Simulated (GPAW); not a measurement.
# O K-edge XANES of NaWO3 (Pm-3m)

Aim: the near-edge shape at the O K edge of NaWO3 (Pm-3m), and what the core hole does to it.

Program: GPAW 26.7.0. Level of theory: X-ray absorption from dipole matrix elements to empty bands, plane-wave PAW LDA, without spin-orbit coupling. Results are calculated unless marked as measured.

The database entry behind the starting cell is an old determination (1949), so it need not match the best structure at ambient conditions.

### 1. Set-up

It takes space group Pm-3m (No. 221, cubic). The conventional cell has a = 3.860 Å, b = 3.860 Å, c = 3.860 Å, α = 90.00°, β = 90.00°, γ = 90.00°. Nearest to W lie 6 O at 1.93 Å. Na has 12 O at 2.73 Å nearest. Nearest to O lie 2 W at 1.93 Å and 4 Na at 2.73 Å. Farther neighbours and most contacts between anions are not listed.

Coordinates:

```xyz
5
Lattice="3.8600 0.0000 0.0000 0.0000 3.8600 0.0000 0.0000 0.0000 3.8600" Properties=species:S:1:pos:R:3 pbc="T T T"
W     1.9300    1.9300    1.9300
Na    0.0000    0.0000    0.0000
O     1.9300    0.0000    1.9300
O     0.0000    1.9300    1.9300
O     1.9300    1.9300    0.0000
```

### 2. The field without a hole

A plain self-consistent run shows whether there is a gap, which decides the set-up of the core-hole run.

Input file scf.py:

```python
import numpy as np
from ase import Atoms
from ase.parallel import parprint, paropen
from gpaw import GPAW, PW, FermiDirac, Mixer, MixerDif, setup_paths
from gpaw.test import gen
setup_paths.insert(0, '.')
gen('O', name='nch1s', xcname='LDA', corehole=(1, 0, 0), write_xml=True)
from gpaw.mpi import world
world.barrier()

atoms = Atoms('WNaO3',
    cell=[[3.86, 0, 0],
     [0, 3.86, 0],
     [0, 0, 3.86]],
    scaled_positions=[[0.5, 0.5, 0.5],
     [0, 0, 0],
     [0.5, 0, 0.5],
     [0, 0.5, 0.5],
     [0.5, 0.5, 0]],
    pbc=True)
atoms.calc = calc = GPAW(legacy_gpaw=True, mode=PW(500, force_complex_dtype=True), xc='LDA', setups={2: 'nch1s'},
    kpts={'size': (7, 7, 7), 'gamma': True}, occupations=FermiDirac(0.05),
    charge=0, mixer=Mixer(0.1, 5, 50), maxiter=150,
    convergence={'density': 0.0001, 'eigenstates': 1e-6}, txt='scf.txt')
energy = atoms.get_potential_energy() + calc.get_reference_energy()
ef = calc.get_fermi_level()
out = dict(energy=energy, fermi=ef, forces=atoms.get_forces().tolist())
parprint(f'all-electron energy {energy:.4f} eV, Fermi level {ef:.4f} eV')
ev = np.array([[calc.get_eigenvalues(k, s) for k in range(len(calc.get_ibz_k_points()))] for s in range(calc.get_number_of_spins())])
out['homo'], out['lumo'], out['counts'] = ev[ev < ef].max(), ev[ev > ef].min(), sorted(set((ev < ef).sum((0, 2)).tolist()))
out['filled'] = (ev[:, 0] < ef).sum(1).tolist()
import json
with paropen('out.json', 'w') as f:
    json.dump(out, f)
```

Command:

```bash
$ OMP_NUM_THREADS=1 mpirun -n 4 gpaw python scf.py
```

Numbers of over 12 decimals in the logs are rounded to 6 here.

Log:

```text
Input parameters:
  convergence: {density: 0.0001,
                eigenstates: 1e-06}
  kpts: {gamma: True,
         size: (7, 7, 7)}
  maxiter: 150
  mixer: {backend: pulay,
          beta: 0.1,
          method: separate,
          nmaxold: 5,
          weight: 50}
  mode: {ecut: 500.0,
         force_complex_dtype: True,
         name: pw}
  occupations: {fixmagmom: False,
                name: fermi-dirac,
                width: 0.05}
  setups: {2: nch1s}

Initialize ...

[... PAW data sets ...]

Reference energy: -448998.538963  # eV

Spin-paired calculation

[... convergence settings ...]
Symmetries present (total): 16
  [... symmetry matrices ...]

343 k-points: 7 x 7 x 7 Monkhorst-Pack grid
40 k-points in the irreducible part of the Brillouin zone
       k-points in crystal coordinates                weights
   0:     0.00000000    0.00000000    0.00000000          1/343
   1:     0.00000000    0.14285714    0.00000000          2/343
   2:     0.00000000    0.28571429    0.00000000          2/343
   3:     0.00000000    0.42857143    0.00000000          2/343
   4:     0.14285714    0.00000000    0.00000000          4/343
   5:     0.14285714    0.00000000    0.14285714          4/343
   6:     0.14285714    0.14285714    0.00000000          8/343
   7:     0.14285714    0.14285714    0.14285714          8/343
   8:     0.14285714    0.28571429    0.00000000          8/343
   9:     0.14285714    0.28571429    0.14285714          8/343
          ...
  39:     0.42857143    0.42857143    0.42857143          8/343

Wave functions: Plane wave expansion
  Cutoff energy: 500.000 eV
  Number of coefficients (min, max): 1419, 1474
  Pulay-stress correction: 0.000000 eV/Ang^3 (de/decut=0.000000)
  Using FFTW library
  Wavefunction extrapolation:
    Improved wavefunction reuse through dual PAW basis

Occupation numbers: Fermi-Dirac:
  width: 0.0500  # eV

Eigensolver
   Davidson(niter=2)

Densities:
  Coarse grid: 20*20*20 grid
  Fine grid: 40*40*40 grid
  Total Charge: 0.000000

Density mixing:
  Method: separate
  Backend: pulay
  Linear mixing parameter: 0.1
  old densities: 5
  Width of damping distribution: 1.1
  Damping of long wavelength oscillations: 50

[... Hamiltonian set-up ...]
Number of atoms: 5
Number of atomic orbitals: 32
Number of bands in calculation: 28
Number of valence electrons: 39
Bands to converge: occupied

... initialized

Initializing position-dependent things.

Density initialized from atomic densities
Creating initial wave functions:
  28 bands from LCAO basis set

Positions:
   0 W      1.930000    1.930000    1.930000    ( 0.0000,  0.0000,  0.0000)
   1 Na     0.000000    0.000000    0.000000    ( 0.0000,  0.0000,  0.0000)
   2 O      1.930000    0.000000    1.930000    ( 0.0000,  0.0000,  0.0000)
   3 O      0.000000    1.930000    1.930000    ( 0.0000,  0.0000,  0.0000)
   4 O      1.930000    1.930000    0.000000    ( 0.0000,  0.0000,  0.0000)

Unit cell:
           periodic     x           y           z      points  spacing
  1. axis:    yes    3.860000    0.000000    0.000000    20     0.1930
  2. axis:    yes    0.000000    3.860000    0.000000    20     0.1930
  3. axis:    yes    0.000000    0.000000    3.860000    20     0.1930

  Lengths:   3.860000   3.860000   3.860000
  Angles:   90.000000  90.000000  90.000000

Effective grid spacing dv^(1/3) = 0.1930

iter:   1   -46.503910
iter:   2   -44.177685   -1.25  -0.98
iter:   3   -42.241127   -0.98  -1.11
iter:   4   -42.215860   -2.89  -1.49
iter:   5   -42.127673   -2.57  -1.55
iter:   6   -42.124741   -2.86  -2.39
iter:   7   -42.125226c  -3.12  -2.45
iter:   8   -42.119022c  -3.97  -2.44
iter:   9   -42.118424c  -3.84  -2.93
iter:  10   -42.118221c  -5.24  -3.21
iter:  11   -42.118221c  -6.83c -4.14c

Converged after 11 iterations.

Dipole moment: (-0.000000, -0.000000, -0.000000) |e|*Ang

Energy contributions relative to reference atoms: (reference = -448998.538963)

Kinetic:        +27.485738
Potential:      -31.258211
External:        +0.000000
XC:             -38.302467
Entropy (-ST):   -0.011370
Local:           -0.037597
SIC:             +0.000000
--------------------------
Free energy:    -42.123906
Extrapolated:   -42.118221

Showing only first 2 kpts
 Kpt  Band  Eigenvalues  Occupancy
  0    17      3.48181    2.00000
  0    18      3.48181    2.00000
  0    19      5.68831    2.00000
  0    20      5.68831    2.00000

  1    17      3.40790    2.00000
  1    18      3.40790    2.00000
  1    19      5.70503    2.00000
  1    20      6.46054    1.99998

Fermi level: 7.02743

No gap
No difference between direct/indirect transitions

Forces in eV/Ang:
  0 W    -0.00000    0.00000    0.00000
  1 Na    0.00000    0.00000    0.00000
  2 O    -0.00000    0.00000   -0.00000
  3 O     0.00000    0.00000   -0.00000
  4 O    -0.00000    0.00000    0.00000
Scalar-relativistic atomic LDA calculation for O (Oxygen, Z=8)
Core hole in 1s state (1s occupation: 2.0)
300 radial gridpoints.
|------------------------------------------------|
|------------------------------------------------|
[... the atom generator's iteration count ...]

Energy contributions:
-------------------------
Kinetic:      +74.266897
XC:            -7.772280
Potential:   -141.018865
-------------------------
Total:        -74.524248

state      eigenvalue         ekin         rmax
-----------------------------------------------
1s^2.0 :   -18.772897    28.821965        0.130
2s^2.0 :    -0.872866     3.204810        0.874
2p^4.0 :    -0.337925     2.553337        0.813
-----------------------------------------------
(units: Bohr and Hartree)

Generating PAW setup
Kinetic energy of the core from tauc = 57.689706
Cutoffs:
rc(s)=1.300
rc(p)=1.130
rc(d)=1.170
rc(vbar)=1.300
rc(comp)=1.260
rc(nct)=1.300

Kinetic energy of the core states: 57.643930
Charge: 0.0
Core electrons: 2.0
Valence electrons: 6.0
Pseudo-core charge: 0.000776
Shape function alpha=6.299
Pseudo-electron charge 5.666261
state    eigenvalue         norm
--------------------------------
2s(2) :    -0.872866     1.079797
*s    :     0.127134
2p(4) :    -0.337925     0.876472
*p    :     0.662075
*d    :     0.000000
--------------------------------

Diagonalizing with gridspacing h=0.050

state   all-electron     PAW
-------------------------------
2s:      -0.872866    -0.873954
2p:      -0.337925    -0.341740
*d:                    0.050276
*f:                    0.077289
-------------------------------
all-electron energy -449040.6572 eV, Fermi level 7.0274 eV
```

Elapsed: 6.1 s, on 4 MPI ranks of Intel Xeon 6975P-C (Granite Rapids), shared host; peak memory 0.2 GiB; 23 s of CPU time.

The mesh shows no gap, so the system is treated as a metal and the core electron is put at the Fermi level (neutral cell).

### 3. Spectrum without a core hole, O atom 3

Without a hole the spectrum is the empty density of states of the right symmetry on the absorber, weighted by matrix elements. It needs only the small cell and serves as the baseline. The data set with a hole of occupation 0 only carries the core orbital.

The absorber has 2 W at 1.93 Å (linear, site symmetry 4/mmm).

Input file xas.py:

```python
import numpy as np
from ase import Atoms
from ase.parallel import parprint, paropen
from gpaw import GPAW, PW, FermiDirac, Mixer, MixerDif, setup_paths
from gpaw.test import gen
setup_paths.insert(0, '.')
gen('O', name='nch1s', xcname='LDA', corehole=(1, 0, 0), write_xml=True)
from gpaw.mpi import world
world.barrier()

atoms = Atoms('WNaO3',
    cell=[[3.86, 0, 0],
     [0, 3.86, 0],
     [0, 0, 3.86]],
    scaled_positions=[[0.5, 0.5, 0.5],
     [0, 0, 0],
     [0.5, 0, 0.5],
     [0, 0.5, 0.5],
     [0.5, 0.5, 0]],
    pbc=True)
atoms.calc = calc = GPAW(legacy_gpaw=True, mode=PW(500, force_complex_dtype=True), xc='LDA', setups={2: 'nch1s'},
    kpts={'size': (9, 9, 9), 'gamma': True}, occupations=FermiDirac(0.1),
    charge=0, mixer=Mixer(0.1, 5, 50), maxiter=150,
    convergence={'density': 0.0001, 'eigenstates': 1e-6}, txt='scf.txt')
energy = atoms.get_potential_energy() + calc.get_reference_energy()
ef = calc.get_fermi_level()
out = dict(energy=energy, fermi=ef, forces=atoms.get_forces().tolist())
parprint(f'all-electron energy {energy:.4f} eV, Fermi level {ef:.4f} eV')
ev = np.array([[calc.get_eigenvalues(k, s) for k in range(len(calc.get_ibz_k_points()))] for s in range(calc.get_number_of_spins())])
out['homo'], out['lumo'], out['counts'] = ev[ev < ef].max(), ev[ev > ef].min(), sorted(set((ev < ef).sum((0, 2)).tolist()))
out['filled'] = (ev[:, 0] < ef).sum(1).tolist()

from ase.units import Ha
from gpaw.xas import dipole_matrix_elements
nb = int(calc.get_number_of_electrons() / 2) + 43
top = nb
nscf = calc.fixed_density(kpts={'size': (8, 8, 8), 'gamma': True},
    convergence={'eigenstates': 1.0}, txt='nscf.txt')
nscf.diagonalize_full_hamiltonian(nbands=nb)
cell = atoms.cell.array
ops = [cell.T @ U.T @ np.linalg.inv(cell.T) for U in nscf.wfs.kd.symmetry.op_scc]
E = np.arange(-25, 34, 0.1)
fwhm = np.interp(E, [4, 25], [0.9, 3.5])
Y, X, zero, highest = 0, 0, 1e9, 1e9
for spin in range(nscf.get_number_of_spins()):
    wfs = nscf.wfs
    mine = wfs.bd.get_slice()  # this rank's bands
    A = dipole_matrix_elements(wfs.setups[2])
    eps = np.zeros((wfs.kd.nibzkpts, nb))
    d = np.zeros((3, A.shape[1], wfs.kd.nibzkpts, nb), complex)
    for kpt in wfs.kpt_u:
        if kpt.s == spin and 2 in kpt.P_ani:
            eps[kpt.k, mine] = kpt.eps_n * Ha
            d[:, :, kpt.k, mine] = (kpt.weight * wfs.nspins / 2) ** 0.5 * np.inner(A, kpt.P_ani[2])
    world.sum(eps)
    world.sum(d)
    T = np.einsum('amkn,bmkn->abkn', d, d.conj()).real
    T = sum(np.einsum('ai,ijkn,bj->abkn', R, T, R) for R in ops) / len(ops)
    empty = eps > ef
    zero, highest = min(zero, eps[empty].min()), min(highest, eps[:, top - 1].min())
    lines = [(eps, T, empty)] if spin == 0 else lines + [(eps, T, empty)]
for eps, T, empty in lines:
    f = np.einsum('aakn->akn', T).reshape(3, -1)
    x = eps.ravel() - zero
    w = np.interp(x, E, fwhm) / 2.35482
    g = np.exp(-0.5 * ((E[:, None] - x) / w) ** 2) / (w * (2 * np.pi) ** 0.5)
    Y = Y + (f * empty.ravel()) @ g.T
    X = X + (f * ~empty.ravel()) @ g.T
out.update(E=E.round(2).tolist(), xas=Y.tolist(), xes=X.tolist(), zero=zero, valid=highest - zero, nk=len(eps), nb=nb)
for i in range(0, len(E), 10):
    parprint(f'{E[i]:7.2f}', *(f'{v:10.3e}' for v in Y[:, i]))
import json
with paropen('out.json', 'w') as f:
    json.dump(out, f)
```

Command:

```bash
$ OMP_NUM_THREADS=1 mpirun -n 4 gpaw python xas.py
```

Log:

```text
Input parameters:
  convergence: {density: 0.0001,
                eigenstates: 1e-06}
  kpts: {gamma: True,
         size: (9, 9, 9)}
  maxiter: 150
  mixer: {backend: pulay,
          beta: 0.1,
          method: separate,
          nmaxold: 5,
          weight: 50}
  mode: {ecut: 500.0,
         force_complex_dtype: True,
         name: pw}
  occupations: {fixmagmom: False,
                name: fermi-dirac,
[...]
*p    :     0.662075
*d    :     0.000000
--------------------------------

Diagonalizing with gridspacing h=0.050

state   all-electron     PAW
-------------------------------
2s:      -0.872866    -0.873954
2p:      -0.337925    -0.341740
*d:                    0.050276
*f:                    0.077289
-------------------------------
all-electron energy -449040.6033 eV, Fermi level 7.2800 eV
[...]
32.00  6.198e-05  2.066e-05  6.198e-05
  33.00  6.558e-05  3.260e-05  6.558e-05
[key lines of the parts left out:]
Converged after 11 iterations.
Dipole moment: (-0.000000, -0.000000, -0.000000) |e|*Ang
Free energy:    -42.089906
Fermi level: 7.27998
```

Elapsed: 89 s, on 4 MPI ranks; peak memory 0.49 GiB.

The O K spectrum, O atom 3, no core hole (energy from the lowest empty level; intensity scaled to a mean of 1 over the first 20 eV):

```
E (eV)  intensity
 -2.00       0.00
 -1.25       0.00
 -0.50       0.16
  0.25       0.89
  1.00       1.57
  1.75       1.86
  2.50       0.83
  3.25       0.26
  4.00       0.42
  4.75       0.83
  5.50       1.08
  6.25       0.86
  7.00       1.24
  7.75       1.60
  8.50       1.66
  9.25       1.56
 10.00       1.17
 10.75       1.13
 11.50       1.61
 12.25       1.89
 13.00       1.57
 13.75       0.98
 14.50       0.56
 15.25       0.41
 16.00       0.37
 16.75       0.38
 17.50       0.41
 18.25       0.48
 19.00       0.60
 19.75       0.73
 20.50       0.83
 21.25       0.86
 22.00       0.80
 22.75       0.65
 23.50       0.49
 24.25       0.37
 25.00       0.29
 25.75       0.24
 26.50       0.23
 27.25       0.25
 28.00       0.30
 28.75       0.36
 29.50       0.42
 30.25       0.47
 31.00       0.50
 31.75       0.52
```

Main maxima below 24 eV (height): 1.5 eV (2.08), 5.4 eV (1.10), 8.3 eV (1.66), 12.2 eV (1.89) and 21.1 eV (0.87). A K edge sees empty p states; the first features are O p mixed into the empty d states of the W neighbours, and the broad ones above probably into the cations' higher empty bands.

The same matrix elements for filled bands give the O K emission of O atom 3 (ground-state approximation; energy from the lowest empty level, largest value 1):

```
E (eV)  emission
-24.00      0.00
-23.25      0.00
-22.50      0.00
-21.75      0.00
-21.00      0.00
-20.25      0.00
-19.50      0.00
-18.75      0.00
-18.00      0.00
-17.25      0.00
-16.50      0.00
-15.75      0.00
-15.00      0.00
-14.25      0.00
-13.50      0.00
-12.75      0.00
-12.00      0.00
-11.25      0.00
-10.50      0.00
 -9.75      0.08
 -9.00      0.34
 -8.25      0.32
 -7.50      0.53
 -6.75      0.55
 -6.00      0.56
 -5.25      0.56
 -4.50      0.95
 -3.75      0.80
 -3.00      0.28
 -2.25      0.01
 -1.50      0.01
 -0.75      0.03
  0.00      0.00
  0.75      0.00
  1.50      0.00
  2.25      0.00
  3.00      0.00
```

Emission maxima: -6.4 eV (0.58) and -4.2 eV (1.00).

### 4. Supercell without a hole, the energy reference

The photon energy needs a difference of total energies, so the cell and mesh of the coming hole run are first run without a hole.

scf.py: that of step 2 with these lines changed.

```diff
@@ -10,9 +10,14 @@
 
-atoms = Atoms('WNaO3',
-    cell=[[3.86, 0, 0],
-     [0, 3.86, 0],
-     [0, 0, 3.86]],
-    scaled_positions=[[0.5, 0.5, 0.5],
+atoms = Atoms('W2Na2O6',
+    cell=[[3.86, 0, 3.86],
+     [0, 3.86, 3.86],
+     [-3.86, 0, 3.86]],
+    scaled_positions=[[0.25, 0.5, 0.75],
+     [0.75, 0.5, 0.25],
      [0, 0, 0],
      [0.5, 0, 0.5],
+     [0.5, 0, 0],
+     [0, 0, 0.5],
+     [0, 0.5, 0],
+     [0.5, 0.5, 0.5],
      [0, 0.5, 0.5],
@@ -20,4 +25,4 @@
     pbc=True)
-atoms.calc = calc = GPAW(legacy_gpaw=True, mode=PW(500, force_complex_dtype=True), xc='LDA', setups={2: 'nch1s'},
-    kpts={'size': (7, 7, 7), 'gamma': True}, occupations=FermiDirac(0.05),
+atoms.calc = calc = GPAW(legacy_gpaw=True, mode=PW(500, force_complex_dtype=True), xc='LDA', setups={4: 'nch1s'},
+    kpts={'size': (6, 6, 6), 'gamma': True}, occupations=FermiDirac(0.1),
     charge=0, mixer=Mixer(0.1, 5, 50), maxiter=150,
```

Command:

```bash
$ OMP_NUM_THREADS=1 mpirun -n 4 gpaw python scf.py
```

Log:

```text
Input parameters:
  convergence: {density: 0.0001,
                eigenstates: 1e-06}
  kpts: {gamma: True,
         size: (6, 6, 6)}
  maxiter: 150
  mixer: {backend: pulay,
          beta: 0.1,
          method: separate,
          nmaxold: 5,
          weight: 50}
  mode: {ecut: 500.0,
         force_complex_dtype: True,
         name: pw}
  occupations: {fixmagmom: False,
                name: fermi-dirac,
[...]
2s(2) :    -0.872866     1.079797
*s    :     0.127134
2p(4) :    -0.337925     0.876472
*p    :     0.662075
*d    :     0.000000
--------------------------------

Diagonalizing with gridspacing h=0.050

state   all-electron     PAW
-------------------------------
2s:      -0.872866    -0.873954
2p:      -0.337925    -0.341740
*d:                    0.050276
*f:                    0.077289
-------------------------------
all-electron energy -898081.2429 eV, Fermi level 7.2945 eV
[key lines of the parts left out:]
Converged after 12 iterations.
Dipole moment: (0.000000, -0.000000, 0.000000) |e|*Ang
Free energy:    -84.202387
Fermi level: 7.29449
```

Wall time 26 s (4 MPI ranks); peak memory 0.28 GiB; 1.7 min of CPU time.

Reference energy: -898081.243 eV with the cores included.

(Part 1 of 3 ends here.)

[Banner, clock and machine lines of the logs are left out without a mark of their own.]

[Logs are printed without paths, hosts, clocks, repeated set-up lines and the standing remarks that a program may print on its own settings, such as how far it seeks lower states.]

[Hosts, paths, dates, database ids (printed as entryN), source tags and the programs' standing remarks are cut or masked in the printed files.]

[Lists of maxima count a maximum above −3 eV only where it reaches 4 % of the highest in the window and stands out from its surroundings by 2 % of it (1.5 % where it reaches 55 %); shoulders and weaker maxima are passed over, and of the rest the first, up to two pre-edge ones and the few strongest are named.]
